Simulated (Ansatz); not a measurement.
# Ti2NF2 MXene bilayer (AA) in a perpendicular field, part 2 of 2

What dipole does a perpendicular field induce in the Ti2NF2 MXene bilayer (AA)? A positive field points along +c.

Ansatz 0.2.0; plane-wave DFT, PBE-D4, Ansatz PAW.

So far. Step 7 (Single point, field 0.2 V/Å): The dipole is 0.106 e·Å. Step 8 (Atoms held, field 0.3 V/Å): The dipole is 0.158 e·Å.

### Step 9. Response, atoms held

This step: plane-wave DFT, PBE-D4, Ansatz PAW; response to a field along the normal, atoms held (Ansatz 0.2.0).

The dipoles give the slope, and the difference of two potentials shows where the field is screened.

Numbers from this step:

- equivalent conductor thickness p/(ε₀AE): 11.95 Å
- distance between the outer atoms: 11.70 Å

Table of dipole of the cell by applied field:

```
applied field (V/Å)  dipole of the cell (e·Å)
             -0.050                   -0.0264
              0.000                   -4.7e-7
              0.050                    0.0264
              0.100                    0.0528
              0.200                     0.106
              0.300                     0.158
```

Local field over the applied field, running mean. From the potentials at -0.05 and 0.05 V/Å; running mean over 2.5 Å. The local field over applied field by z:

```
z (Å)  local field over applied field
    5                           1.000
    6                           0.996
    7                           0.951
    8                           0.743
    9                           0.452
   10                           0.187
   11                          0.0529
   12                        -0.00187
   13                         -1.5e-4
   14                         0.00206
   15                         0.00225
   16                         0.00161
   17                        -0.00243
   18                         0.00329
   19                          0.0843
   20                           0.249
   21                           0.541
   22                           0.820
   23                           0.976
   24                           0.998
   25                           1.000
```

The induced electron density oscillates, so the rows of the table below give means over 0.5 Å (shorter at the two ends). Its distinct maxima (Å: e/Å³ per V/Å): 8.47: 0.00338, 10.25: 0.00221, 20.05: -1.7e-4. Distinct minima: 9.65: 1.7e-4, 19.46: -0.00221, 21.24: -0.00338.

Electrons, planar mean, per unit field. Table of induced electron density by z; means over each step:

```
z (Å)  induced electron density (e/Å³ per V/Å)
  4.5                                   1.8e-7
  5.0                                   7.7e-7
  5.5                                   3.1e-6
  6.0                                   1.3e-5
  6.5                                   5.5e-5
  7.0                                   2.1e-4
  7.5                                   7.4e-4
  8.0                                  0.00212
  8.5                                  0.00292
  9.0                                  0.00163
  9.5                                   5.5e-4
 10.0                                  0.00135
 10.5                                  0.00117
 11.0                                   3.8e-4
 11.5                                   1.0e-4
 12.0                                  -2.0e-4
 12.5                                   2.6e-5
 13.0                                  -1.5e-5
 13.5                                   2.6e-6
 14.0                                  -1.3e-5
 14.5                                  -7.1e-6
 15.0                                   3.3e-6
 15.5                                   1.2e-5
 16.0                                   8.0e-6
 16.5                                  -1.4e-5
 17.0                                   2.7e-5
 17.5                                   7.1e-5
 18.0                                   1.1e-4
 18.5                                  -3.1e-4
 19.0                                  -6.4e-4
 19.5                                 -0.00177
 20.0                                  -4.6e-4
 20.5                                 -0.00135
 21.0                                 -0.00226
 21.5                                 -0.00278
 22.0                                 -0.00118
 22.5                                  -3.6e-4
 23.0                                  -9.4e-5
 23.5                                  -2.4e-5
 24.0                                  -5.5e-6
 24.5                                  -1.3e-6
 25.0                                  -3.3e-7
```

By hand: between -0.05 and 0.05 V/Å the dipole changes by 0.05283 e·Å, a slope of 0.5283 e·Å²/V. A perfect conductor of thickness t has p = ε₀AEt, so t = 180.95 × 0.5283 / 7.999 = 11.95 Å (e/ε₀ = 180.95 V·Å, A in Å²).

The induced dipole is that of a conductor 11.95 Å thick.

### Step 10. The same run with other settings

This step: plane-wave DFT, PBE-D4, Ansatz PAW (Ansatz 0.2.0).

An input spoilt on purpose, to show how the run answers: it repeats the earlier run at 0.05 V/Å with efield.amplitude from 0.05 to 5.0, and scf.max_iter set to 50.

input.yaml reads:

```yaml
crystal:
  lattice:
    - [3.0392103689, 0.0, 0.0]
    - [-1.5196051844, 2.6320333869, 0.0]
    - [0.0, 0.0, 29.7026766564]
  atoms:
    - { symbol: F, position: [0.3333333333, 0.6666666667, 0.3030029955] }
    - { symbol: Ti, position: [0.6666666667, 0.3333333333, 0.3450708425] }
    - { symbol: "N", position: [0.0, 0.0, 0.3810702237] }
    - { symbol: Ti, position: [0.3333333333, 0.6666666667, 0.417056541] }
    - { symbol: F, position: [0.6666666667, 0.3333333333, 0.4589374933] }
    - { symbol: F, position: [0.3333333333, 0.6666666667, 0.5410625067] }
    - { symbol: Ti, position: [0.6666666667, 0.3333333333, 0.582943459] }
    - { symbol: "N", position: [0.0, 0.0, 0.6189297763] }
    - { symbol: Ti, position: [0.3333333333, 0.6666666667, 0.6549291575] }
    - { symbol: F, position: [0.6666666667, 0.3333333333, 0.6969970045] }
kpoints:
  mp_grid: { grid: [18, 18, 1] }
  band_path:
    path: [[0, 0, 0], [0.5, 0, 0], [0.33333333, 0.33333333, 0], [0, 0, 0]]
    npoints: 16
hamiltonian:
  xc: pbe
  dispersion: d4
scf:
  occupations: { method: fermi_dirac, width: 0.05 }
  convergence: { dr2_threshold: 1.0e-10 }
  max_iter: 50
efield:
  axis: 3
  dipole_correction: true
  ramp_position: 0.97
  ramp_width: 0.06
  amplitude: 5.0
output:
  write_potential: true
  write_density: true
  volumetric_format: npy
```

The run is started by

```
$ ansatz run input.yaml --threads 4 --pin off --max-ram 6144MiB --backend cpu --events-out ev --progress --plain --runs-dir out
```

The job ended after 33 s (4 threads of Intel Xeon Platinum 8375C at 2.90GHz (Ice Lake), shared host; peak memory 0.93 GiB).

```
                     quantity  this run  earlier run  difference
dipole along the normal (e·Å)     2.832      0.02641         2.8
```

The applied field differs between the two, so the dipoles differ in any case.

In so strong a field the program warns of density in the ramp of the sawtooth; these numbers are not the system's.

### Step 11. Varying the input

Another changed input: it repeats the earlier run at 0.05 V/Å with kpoints.mp_grid.grid from [18, 18, 1] to [27, 27, 1] and scf.mixing.preconditioner to local_kerker.

Edit input.yaml of step 10 so:

```diff
@@ -17,3 +17,3 @@
 kpoints:
-  mp_grid: { grid: [18, 18, 1] }
+  mp_grid: { grid: [27, 27, 1] }
   band_path:
@@ -27,3 +27,3 @@
   convergence: { dr2_threshold: 1.0e-10 }
-  max_iter: 50
+  mixing: { preconditioner: local_kerker }
 efield:
@@ -33,3 +33,3 @@
   ramp_width: 0.06
-  amplitude: 5.0
+  amplitude: 0.05
 output:
```

It took 51 s on 4 threads; peak memory 1.3 GiB; 3.3 min of CPU time.

Numbers from this step:

```yaml
energy_at_zero_smearing: -14015.5241 eV
dipole_along_the_normal: 0.02640 e·Å
```

The electronic bands at the labelled points (eV, zero at the Fermi level):

```
  point  band 39  band 40  band 41  band 42  band 43  band 44  band 45  band 46
      Γ    -4.90    -4.90    -0.66    -0.66    -0.66    -0.66     0.06     0.08
halfway    -5.23    -5.22    -1.58    -1.56     0.23     0.24     0.35     0.37
      M    -5.27    -5.26    -2.33    -2.29     1.24     1.25     1.29     1.29
halfway    -5.38    -5.36    -1.53    -1.50     0.70     0.70     0.92     0.94
      K    -5.42    -5.41    -0.09    -0.08     0.04     0.04     0.07     0.07
halfway    -5.31    -5.28    -1.11    -1.10    -0.64    -0.63     1.05     1.05
      Γ    -4.90    -4.90    -0.66    -0.66    -0.66    -0.66     0.06     0.08
```

```
                     quantity  this run  earlier run  difference
dipole along the normal (e·Å)   0.02640      0.02641     -1.6e-5
```

The dipole moves by under 0.5 % or 5e-5 e·Å. The run took 31 SCF cycles against 12.

### Step 12. Outcome

```yaml
gap_without_field: none
work_function_upper_face: 4.43 eV
equivalent_conductor_thickness_atoms_held: 11.9 Å
```

In words: The induced dipole equals that of a perfect conductor 11.95 Å thick, while the outer atoms lie 11.70 Å apart. There is no gap over 0.03 eV, with or without the field. The first relaxation ran with spin and lost its moment, and the later runs have none; other magnetic states were not tried. The MXene's terminations sit over the metal atoms of its far layer; the site over carbon or nitrogen, which some compounds prefer, was not run.

[Long decimals in the printed logs are rounded to 6 places.]

[Logs are printed without paths, hosts, clocks, repeated set-up lines and the standing remarks that a program may print on its own settings, such as how far it seeks lower states.]

[Hosts, paths, dates, database ids (printed as entryN), source tags and the programs' standing remarks are cut or masked in the printed files.]

[Maps of the electrostatic potential energy from Ansatz leave out the sawtooth potential of an applied field or a dipole correction, so their vacuum need not be flat; planar profiles and work functions include it.]
